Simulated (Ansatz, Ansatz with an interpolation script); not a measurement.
Rows from a G0W0 calculation on BaTiO3 (Barioperovskite) (Ansatz 0.2.0; G0W0 on LDA, plane waves, PAW; PAW set soft_1; 4×4×4 mesh, 268 empty bands, screening to 150 eV, PAW set soft_1 files), in eV. Spin-orbit coupling is left out.

```
row      Σx     Σc     Vxc     Z
  A  -25.75   4.64  -20.90  0.71
  B  -12.76  -6.46  -20.57  0.73
  C  -25.97   4.30  -21.45  0.72
  D  -12.63  -6.57  -20.57  0.73
  E  -14.70  -7.92  -23.95  0.66
  F  -14.67  -7.85  -23.85  0.67
```

Question: Which rows are filled states and which are empty ones, and how can one tell?

Filled: A and C. Empty: B, D, E and F. The sign of Σc tells: for a filled state bare exchange, which holds its interaction with itself, lies below Vxc (Σx − Vxc is -4.5 eV or lower here) and screening gives part back as a positive Σc. For an empty state Σx lies above Vxc (+7.8 eV or more) and the Coulomb hole leaves Σc negative.

[Paths, hosts, dates, memory and timing lines, banners, echoed tables and standing remarks are left out of the program output.]

[Logs are printed without paths, hosts, clocks, repeated set-up lines and the standing remarks that a program may print on its own settings, such as how far it seeks lower states.]

[Runs of the session that timed out or met a known fault of the program may be left out.]

[Hosts, paths, dates, database ids (printed as entryN), source tags and the programs' standing remarks are cut or masked in the printed files.]
